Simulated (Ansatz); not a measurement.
# G0W0 on several functionals: LiH (Fm-3m)

Aim: G0W0 for LiH (Fm-3m) on several starting functionals, at one mesh, band count and screening cutoff.

Program: Ansatz 0.2.0. Level of theory: G0W0 on several functionals, plane waves, PAW. Results are calculated unless marked as measured.

The database entry behind the starting cell differs from later determinations by our own check (the deuteride, about 0.2 % short), so it need not match the best structure at ambient conditions.

In doubt: masses and optical values from hybrid runs of this build are listed as unsure (steps 3, 4), which bears on the screening that GW takes from such a start.

## (1) Starting point

It takes space group Fm-3m (No. 225, cubic). Conventional cell: a = 4.074 Å, b = 4.074 Å, c = 4.074 Å, α = 90.00°, β = 90.00°, γ = 90.00°. Nearest to Li lie 6 H at 2.04 Å. Nearest to H lie 6 Li at 2.04 Å. Farther neighbours are not listed.

The cell and positions come from the Crystallography Open Database and are kept as given unless a step says otherwise. The default PAW set here is soft_2. Its files were made with PBE.

## (2) G0W0 on PBE

Now the one-shot GW correction: screening in the RPA, then the self-energy of the levels asked for.

This step: G0W0 on PBE, plane waves, PAW.

Input file input.yaml:

```yaml
crystal:
  lattice:
    - [0.0, 2.03675, 2.03675]
    - [2.03675, 0.0, 2.03675]
    - [2.03675, 2.03675, 0.0]
  atoms:
    - { symbol: Li, position: [0.0, 0.0, 0.0] }
    - { symbol: H, position: [0.5, 0.5, 0.5] }
kpoints:
  mp_grid: { grid: [6, 6, 6] }
hamiltonian:
  xc: pbe
scf:
  occupations: { method: fixed }
gw:
  n_empty_bands: 50
  ecut_chi: 120
  qp_bands: [v2, c2]
  qp_kpoints: band_edges
  screening: { model: contour_deformation }
```

On the command line:

```console
ansatz run input.yaml --threads 3 --pin off --max-ram 92160MiB --backend cuda --events-out ev --progress --plain --runs-dir out --devices 1 --max-vram 13GiB  # rebuilt from the run's record
```

Numbers of over 12 decimals in the logs are rounded to 6 here.

What it wrote:

```text
GPUs: using 1 of 1 available (devices: 1).
Engine: ansatz 0.2.0, x86_64-unknown-linux-gnu
Pseudopotentials: kind: paw
Pseudopotential: Li, paw, valence charge 3, recommended cutoff 420 eV (normal), Li.paw.azcp
Pseudopotential: H, paw, valence charge 1, recommended cutoff 420 eV (normal), H.paw.azcp
Functional definition: PBE
  parameter kappa = 0.804
  parameter beta = 0.066725
  exchange = pbe_x(kappa = kappa, mu = beta*pi^2/3)
  correlation = pbe_c(beta = beta)
device memory: the entry about to start is reckoned to put 0.3 GiB on a device that reports 48.3 GiB free (of which the cap on the GPU budget leaves the run 13.0 GiB)
GPU FFT provider: cuFFT
GPU libraries: cuBLAS 13.8.2, cuFFT 12.4.0, cuSOLVER 12.3.4
Crystal: 2 atoms, lattice volume = 16.898 Å³
Basis set: ecut = 420 eV, 331 PW (Γ)
Bands: 6, of which v1, the nominal top of the filled ones, is band 2 counted from 1 (1 counted from 0)
Symmetry: 48 space group operations
Space group: Fm-3m (ITA 225), of the structure as read, at distance tolerance 2.6e-5 Å
k-points: 16 of 216
Non-local potential: Li, projectors of the file, l = 0: 3, l = 1: 2, l = 2: 1
Non-local potential: H, projectors of the file, l = 0: 2, l = 1: 1
PAW form: soft (Blöchl's): semilocal exchange-correlation on the pseudo side does not see the compensation charge
PAW one-centre angular grid: Li, 110 points (default); XC on 64 Gauss nodes
PAW one-centre angular grid: H, 110 points (default); XC on 64 Gauss nodes
Initial density: superposition of atomic densities (neutral atoms: chi_scale 0, normalization atom), corrected by the library's trained network
Initial wavefunctions: pseudopotential atomic-orbital guess
GPU buffer pool allocated for 8000 grid points (all kernels)
GPU transforms: local potential and band sums: pruned to the plane-wave sphere, on 18×20×20
Functional: x = pbe(κ = 0.804, μ = 0.219515), c = pbe(β = 0.066725)
SCF iter   1: F=—  HF=-221.386512 eV  |F-HF|=—  |Δ(HF+E_count)|=         —  Δρ=8.47e-4  dr2=5.58e-5  ethr=1.77e-3  ⟨swp⟩=4.0  Hψ=746  notcnv=0  defer=22
preconditioner: auto → none  [insulator: Δε(μ)=3.006 eV  Ē_g=13.708 eV  n_scr=0 (ndim 8)  ℏωp=12.8 eV  f_vac=0.000  ε∞_Penn≈1.9]
SCF iter   2: F=—  HF=-221.386540 eV  |F-HF|=—  |Δ(HF+E_count)|=   2.74e-5  Δρ=3.70e-4  dr2=9.58e-6  ethr=1.40e-6  ⟨swp⟩=2.0  Hψ=259  notcnv=0  defer=27
SCF iter   3: F=—  HF=-221.386558 eV  |F-HF|=—  |Δ(HF+E_count)|=   1.88e-5  Δρ=5.34e-5  dr2=3.03e-7  ethr=2.39e-7  ⟨swp⟩=2.0  Hψ=146  notcnv=0  defer=27
iter 4 did not close the SCF: its close was put off for the readings that it lacked (scf_convergence_deferred on its scf_iter line)
SCF iter   4: F=-221.386559 eV  HF=-221.386559 eV  |F-HF|=3.27e-10  |Δ(HF+E_count)|=   7.41e-7  Δρ=3.25e-6  dr2=7.24e-10  ethr=7.59e-9  ⟨swp⟩=2.0  Hψ=112  notcnv=0  defer=27
iter 5 did not close the SCF: its close was put off for the readings that it lacked (scf_convergence_deferred on its scf_iter line)
SCF iter   5: F=-221.386559 eV  HF=-221.386559 eV  |F-HF|=3.24e-11  |Δ(HF+E_count)|=  9.62e-11  Δρ=5.31e-7  dr2=4.01e-11  ethr=1.81e-11  ⟨swp⟩=2.0  Hψ=127  notcnv=0  defer=27
SCF iter   6: F=-221.386559 eV  HF=-221.386559 eV  |F-HF|=2.84e-13  |Δ(HF+E_count)|=  4.02e-11  Δρ=9.18e-8  dr2=1.45e-12  ethr=1.00e-12  ⟨swp⟩=3.2  Hψ=481  notcnv=0
SCF 1 converged in 6 iterations: F = -221.386559 eV  dr2 = 1.45e-12
  greatest PAW one-centre occupation: 1.000 electrons in one spin orbital (limit 2), on the Li atom at site 0 (counted from 0), in its partial waves of l = 0
device memory: the entry about to start is reckoned to put 0.4 GiB on a device that reports 47.5 GiB free (of which the cap on the GPU budget leaves the run 13.0 GiB)
NSCF: frozen V_eff on 16 k-points, pencils in batches of 32, up to order 24
the band table was solved once the SCF had ended and its energy, with any forces and stress, was formed, with the checks that follow a solve (784 applications of the Hamiltonian). They found nothing against the state; the energy, forces and stress were not computed again (output.eigenvalues in the input reference)
device memory: the entry about to start is reckoned to put 0.8 GiB on a device that reports 45.8 GiB free (of which the cap on the GPU budget leaves the run 13.0 GiB)
NSCF: frozen V_eff on 16 k-points
G₀W₀ screening: q 1/16
[... further progress lines ...]
device memory: the entry about to start is reckoned to put 0.2 GiB on a device that reports 43.6 GiB free (of which the cap on the GPU budget leaves the run 13.0 GiB)
NSCF: frozen V_eff on 1 k-points
device memory: the entry about to start is reckoned to put 0.2 GiB on a device that reports 44.4 GiB free (of which the cap on the GPU budget leaves the run 13.0 GiB)
NSCF: frozen V_eff on 1 k-points
SCF converged after 6 iterations
Free energy (F): -221.386559 eV
Harris-Foulkes:  -221.386559 eV  (|F-HF|=2.84e-13)
Internal energy: -221.386559 eV  (E = F + TS)
E sigma→0 (E₀):  -221.386559 eV
Fermi energy:    0.486615 eV
--- Per-component energies (eV) ---
  E_band       = -91.085351
  E_kinetic    = 35.610486
  E_local      = -126.384971  (includes V_loc(G=0)·N_el)
  E_nonlocal   = -31.778319
  E_hartree    = 35.369673
  E_xc         = -20.075558
  E_vxc        = -25.909943  (∫ρ·V_xc dr)
  E_paw        = -21.533923  (= ΣΔE_a)
  E_vpaw       = -13.360923  (= ΣTr[D̂ρ^β])
  E_aug_tail   = -0.001032  (compensation charges beyond the density's cutoff)
  E_ewald      = -92.592916
  E_smearing   = -0.000000  (= −TS)
  E_closure    = 0.000000  (closes the sum)
  Σ components = -221.386559   (vs F -221.386559, Δ=0.00e0)
--- Band table (eV; the first three rows and the last of 16) ---
  k-point 0: bands = ["-43.8346", "-4.7725", "15.9654", "17.8816", "17.8816", "17.8816"]
  k-point 1: bands = ["-43.8250", "-4.2936", "12.6082", "16.0174", "17.0993", "17.0993"]
  k-point 2: bands = ["-43.8058", "-3.0064", "7.6144", "14.3573", "16.4977", "16.4977"]
  k-point 15: bands = ["-43.7842", "0.3317", "4.4917", "7.4119", "11.6767", "17.4415"]
--- G₀W₀: contour deformation, 6 samples at zero and on the imaginary axis and 6 off it, 216 q-points, 50 empty bands' worth ---
  eigenvalues of the whole cell's RPA ε∞ on this k-mesh (on a slab, of 1 + 4πα/V) = 4.1860, 4.1860, 4.1860; static W/v taken at q = 0 is 0.238892
  gw.qp_kpoints: band_edges: 4 of 16 stored k-points solved, in 1 pass; an edge of the gap read off the rows below is read off those points alone
    valence top: of the k-points left out ik 10 came nearest to being solved in a further pass, in band 2 (counted from 1, as in the quasiparticle table): it holds the edge there only if its correction is more favourable than any solved in that band by at least 1.021 eV; those differ by 0.074 eV
    conduction bottom: of the k-points left out ik 10 came nearest to being solved in a further pass, in band 3 (counted from 1, as in the quasiparticle table): it holds the edge there only if its correction is more favourable than any solved in that band by at least 1.644 eV; those differ by 0.081 eV
  `?` marks the rows in doubt; gw_qp.tsv's column doubts and the gw_qp event give each row's grounds
    ik  band        ε_KS         Σx   Σc(E_QP)       V_xc       Z   E_QP_lin       E_QP  E_QP is
     3     1    -43.7962   -44.6433     8.9688   -28.9166  0.7443   -51.5559   -50.5540  root ?
     3     2     -2.0030   -14.3557     2.9363   -10.0584  0.7279    -3.4178    -3.3640  root
     3     3      5.2774    -4.1800    -3.8151    -8.4763  0.7898     5.7624     5.7585  root
     3     4     13.7398    -3.6065    -5.8373    -9.9175  0.7392    14.2209    14.2135  root
    11     1    -43.7872   -44.6619     8.9680   -28.9339  0.7445   -51.5498   -50.5471  root ?
    11     2     -0.5315   -14.2012     2.3142   -10.5845  0.7489    -1.8715    -1.8340  root
    11     3      5.4773    -3.1246    -3.9529    -7.6399  0.7887     6.0453     6.0397  root
    11     4      7.5748    -4.0403    -4.2246    -8.7983  0.7679     8.1154     8.1082  root
    12     1    -43.7844   -44.6691     8.9688   -28.9389  0.7445   -51.5490   -50.5458  root ?
    12     2      0.4866   -14.6836     2.0492   -11.3458  0.7575    -0.8340    -0.8019  root
    12     3      3.5049    -3.6287    -3.4865    -7.6097  0.7986     4.0029     3.9993  root
    12     4     11.0677    -2.6164    -4.8597    -8.1689  0.7490    11.7677    11.7606  root
    15     1    -43.7842   -44.6683     8.9677   -28.9395  0.7445   -51.5481   -50.5453  root ?
    15     2      0.3317   -14.5565     2.0935   -11.1757  0.7562    -0.9883    -0.9556  root
    15     3      4.4917    -3.3645    -3.7256    -7.6245  0.7946     5.0307     5.0261  root
    15     4      7.4119    -2.7986    -4.3134    -7.6980  0.7729     8.0056     7.9978  root
```

Elapsed: 9.1 s, on 1 × NVIDIA H100 80GB HBM3 (shared by 6 runs) with 3 threads of AMD EPYC 7R13 (Zen 3), shared host; peak memory 0.98 GiB; 10 s of CPU time.

The column dr2 measures how far the density is from self-consistency, as an energy; F and HF (Harris–Foulkes) agree once it is small.

Numbers from this step:

- bands summed: 52
- RPA ε∞ on this mesh (eigenvalues): 4.186, 4.186, 4.186
- plane waves in the screening matrix: 59
- q-points in the mesh: 216
- G0W0 gap on the mesh: 4.801 eV
- k of the valence top: 0, -0.5, -0.5
- k of the conduction bottom: 0, -0.5, -0.5
- starting gap on the mesh: 3.018 eV
- Z at the valence top: 0.7575
- Z at the conduction bottom: 0.7986
- least direct G0W0 gap on the computed points: 4.801 eV

The gap on the mesh goes from 3.02 eV to 4.80 eV, a correction of +1.78 eV. Between the two edge states, bare exchange in place of the xc potential would open the gap by 7.32 eV, and correlation takes back 5.54 eV.

## (3) G0W0 on HSE06

One-shot GW remembers its start. Another functional's orbitals and levels show by how much.

This step: G0W0 on HSE06, plane waves, PAW.

input.yaml, as its differences from that of step 2:

```diff
@@ -11,3 +11,3 @@
 hamiltonian:
-  xc: pbe
+  xc: hse06
 scf:
```

What it wrote:

```text
GPUs: using 1 of 1 available (devices: 1).
[...]
davidson cushion auto → on  (no smearing: the cushion is to keep the highest requested band from converging to the state above it; pin scf.eigensolver.cushion to override)
[...]
GPU FFT provider: cuFFT
GPU libraries: cuBLAS 13.8.2, cuFFT 12.4.0, cuSOLVER 12.3.4
Crystal: 2 atoms, lattice volume = 16.898 Å³
Basis set: ecut = 420 eV, 331 PW (Γ)
Bands: 6, of which v1, the nominal top of the filled ones, is band 2 counted from 1 (1 counted from 0)
[... 1 set-up line as in the run before ...]
[...]
k-points: 16 of 216
[...]
GPU buffer pool allocated for 8000 grid points (all kernels)
[...]
SCF iter   1: F=—  HF=-221.386506 eV  |F-HF|=—  |Δ(HF+E_count)|=         —  Δρ=8.52e-4  dr2=5.71e-5  ethr=1.77e-3  ⟨swp⟩=2.0  Hψ=741  notcnv=0
[...]
SCF iter   2: F=-221.386556 eV  HF=-221.386539 eV  |F-HF|=1.66e-5  |Δ(HF+E_count)|=   3.37e-5  Δρ=3.67e-4  dr2=9.32e-6  ethr=1.43e-6  ⟨swp⟩=2.9  Hψ=282  notcnv=0  defer=2
SCF 1 stopped early in 2 iterations: F = -221.386556 eV  dr2 = 9.32e-6
[...]
GPU FFT provider: cuFFT
GPU libraries: cuBLAS 13.8.2, cuFFT 12.4.0, cuSOLVER 12.3.4
[...]
GPU buffer pool allocated for 8000 grid points (all kernels)
[...]
Free energy (F): -221.531097 eV
Frozen-core exchange: fock
[...]
Internal energy: -221.531097 eV  (E = F + TS)
E sigma→0 (E₀):  -221.531097 eV
Fermi energy:    -0.202522 eV
[...]
--- Band table (eV; the first three rows and the last of 16) ---
[...]
guard bands above this table: 2 of the run's 6 bands. The solve was not asked for them (output.publish_guard_bands: true or output.eigenvalues: true publishes all)
[...]
3     1    -47.4818   -44.7774     7.0416   -32.7401  0.7789   -53.0372   -52.4775  root ?
     3     2     -2.9273   -14.3956     2.4756   -10.9921  0.7652    -3.8709    -3.8552  root
     3     3      5.6174    -4.0765    -3.5792    -8.0641  0.8184     6.0278     6.0258  root
     3     4     14.6307    -3.5331    -5.2957    -8.9303  0.6849    14.7325    14.7322  root
    11     1    -47.4730   -44.7943     7.0405   -32.7561  0.7791   -53.0301   -52.4707  root ?
    11     2     -1.2912   -14.2831     1.9795   -11.3566  0.7834    -2.2511    -2.2382  root
    11     3      5.8809    -3.0612    -3.7028    -7.2081  0.8171     6.3275     6.3251  root
    11     4      8.0438    -3.9260    -3.9195    -8.2327  0.8009     8.4334     8.4310  root
    12     1    -47.4709   -44.7995     7.0409   -32.7599  0.7791   -53.0290   -52.4695  root ?
    12     2     -0.2025   -14.7379     1.7682   -11.9966  0.7910    -1.1875    -1.1756  root
    12     3      3.7976    -3.5360    -3.3094    -7.2909  0.8260     4.2451     4.2430  root
    12     4     11.7356    -2.5901    -4.4401    -7.4688  0.7744    12.1761    12.1742  root
    15     1    -47.4703   -44.7998     7.0402   -32.7611  0.7791   -53.0281   -52.4688  root ?
    15     2     -0.3649   -14.6132     1.8018   -11.8436  0.7899    -1.3448    -1.3327  root
    15     3      4.8419    -3.2882    -3.5107    -7.2473  0.8222     5.2926     5.2903  root
    15     4      7.9029    -2.7495    -4.0021    -7.1755  0.8047     8.3296     8.3268  root
```

Elapsed: 18 s, on 1 × NVIDIA H100 80GB HBM3 (shared by 6 runs) with 3 threads; peak memory 1.1 GiB.

Numbers from this step:

```
bands summed                                 : 52
RPA ε∞ on this mesh (eigenvalues)            : 3.394, 3.394, 3.394
plane waves in the screening matrix          : 59
q-points in the mesh                         : 216
G0W0 gap on the mesh                         : 5.419 eV
k of the valence top                         : 0, -0.5, -0.5
k of the conduction bottom                   : 0, -0.5, -0.5
starting gap on the mesh                     : 4.000 eV
Z at the valence top                         : 0.7910
Z at the conduction bottom                   : 0.8260
least direct G0W0 gap on the computed points : 5.419 eV
```

Against the run with 6×6×6 mesh, 50 empty bands, screening to 120 eV on PBE, the gap moves by +0.62 eV, while the start moved by +0.98 eV.

## (4) G0W0 on PBE0

This step: G0W0 on PBE0, plane waves, PAW.

input.yaml, as its differences from that of step 3:

```diff
@@ -11,3 +11,3 @@
 hamiltonian:
-  xc: hse06
+  xc: pbe0
 scf:
```

What it wrote:

```text
GPUs: using 1 of 1 available (devices: 1).
[...]
GPU FFT provider: cuFFT
GPU libraries: cuBLAS 13.8.2, cuFFT 12.4.0, cuSOLVER 12.3.4
Crystal: 2 atoms, lattice volume = 16.898 Å³
Basis set: ecut = 420 eV, 331 PW (Γ)
Bands: 6, of which v1, the nominal top of the filled ones, is band 2 counted from 1 (1 counted from 0)
[... 1 set-up line as in the run before ...]
[...]
k-points: 16 of 216
[...]
12     3      4.1315    -3.5286    -3.1982    -6.9544  0.8386     4.3596     4.3592  root
    12     4     12.1280    -2.5882    -4.2397    -7.0739  0.7958    12.3751    12.3740  root
    15     1    -47.8979   -44.8008     6.9960   -33.1880  0.7950   -53.3438   -52.5147  root ?
    15     2     -0.7326   -14.6194     1.6669   -12.2134  0.8049    -1.4774    -1.4717  root
    15     3      5.1890    -3.2824    -3.3873    -6.8975  0.8351     5.4173     5.4168  root
    15     4      8.2729    -2.7459    -3.8456    -6.8022  0.8198     8.4842     8.4836  root
[key lines of the parts left out:]
Free energy (F): -221.574172 eV
Fermi energy:    -0.565155 eV
```

Wall time 18 s (1 × NVIDIA H100 80GB HBM3 (shared by 6 runs) with 3 threads); peak memory 1.1 GiB; 22 s of CPU time.

Numbers from this step:

- bands summed: 52
- RPA ε∞ on this mesh (eigenvalues): 3.148, 3.148, 3.148
- plane waves in the screening matrix: 59
- G0W0 gap on the mesh: 5.671 eV
- k of the valence top: 0, -0.5, -0.5
- k of the conduction bottom: 0, -0.5, -0.5
- starting gap on the mesh: 4.697 eV
- least direct G0W0 gap on the computed points: 5.671 eV

Against the run with 6×6×6 mesh, 50 empty bands, screening to 120 eV on HSE06, the gap moves by +0.25 eV, while the start moved by +0.70 eV.

## (5) The starts together

All on the 6×6×6 mesh with 50 empty bands and screening to 120 eV. Times are wall times on 1 × NVIDIA H100 80GB HBM3 (shared by 6 runs) with 3 threads of AMD EPYC 7R13 (Zen 3), shared host, good to a factor of about two.

```csv
start,starting gap (eV),shift (eV),G0W0 gap (eV),RPA ε∞ (harmonic mean),"Z (valence, conduction)",time
PBE,3.02,+1.78,4.80,4.19,"0.76, 0.80",9.1 s
HSE06,4.00,+1.42,5.42,3.39,"0.79, 0.83",18 s
PBE0,4.70,+0.97,5.67,3.15,"0.81, 0.84",18 s
```

How the two edges are built up, in eV (the quasiparticle level is the starting level plus Σx plus Σc less Vxc):

```csv
run,edge,start,Σx,Σc,Vxc,Z,QP
PBE,valence top,0.49,-14.68,2.05,-11.35,0.76,-0.80
PBE,conduction bottom,3.50,-3.63,-3.49,-7.61,0.80,4.00
HSE06,valence top,-0.20,-14.74,1.77,-12.00,0.79,-1.18
HSE06,conduction bottom,3.80,-3.54,-3.31,-7.29,0.83,4.24
PBE0,valence top,-0.57,-14.74,1.64,-12.36,0.81,-1.31
PBE0,conduction bottom,4.13,-3.53,-3.20,-6.95,0.84,4.36
```

For a hybrid start, Vxc holds its share of exact exchange.

## (6) Outcome

```
G0W0@PBE     : 4.80 eV (start 3.02 eV)
G0W0@HSE06   : 5.42 eV (start 4.00 eV)
G0W0@PBE0    : 5.67 eV (start 4.70 eV)
known limits : not at the basis limit
```

The starting gaps span 1.68 eV and the G0W0 gaps 0.87 eV. Between PBE and PBE0, 0.87 eV of the 1.68 eV survives, 52 %. PBE0 screens less than PBE (ε∞ 3.15 against 4.19). Of the 0.87 eV by which its G0W0 gap is higher, the correlation part gives +0.70 eV, and exchange with the one-particle terms, which follow the orbitals, +0.17 eV. The smallest correction, +0.97 eV, is on PBE0, the start nearest to reproducing itself. Bands and cutoff are finite, so the gap is not at the basis limit. The miss can reach some tenths of an eV and take either sign; the mesh is an error of its own.

[Paths, hosts, dates, memory and timing lines, banners, echoed tables and standing remarks are left out of the program output.]

[Logs are printed without paths, hosts, clocks, repeated set-up lines and the standing remarks that a program may print on its own settings, such as how far it seeks lower states.]

[Runs of the session that timed out or met a known fault of the program may be left out.]

[Cells called generated may have been cut or substituted from an entry of the Crystallography Open Database or the Materials Project.]

[Hosts, paths, dates, database ids (printed as entryN), source tags and the programs' standing remarks are cut or masked in the printed files.]
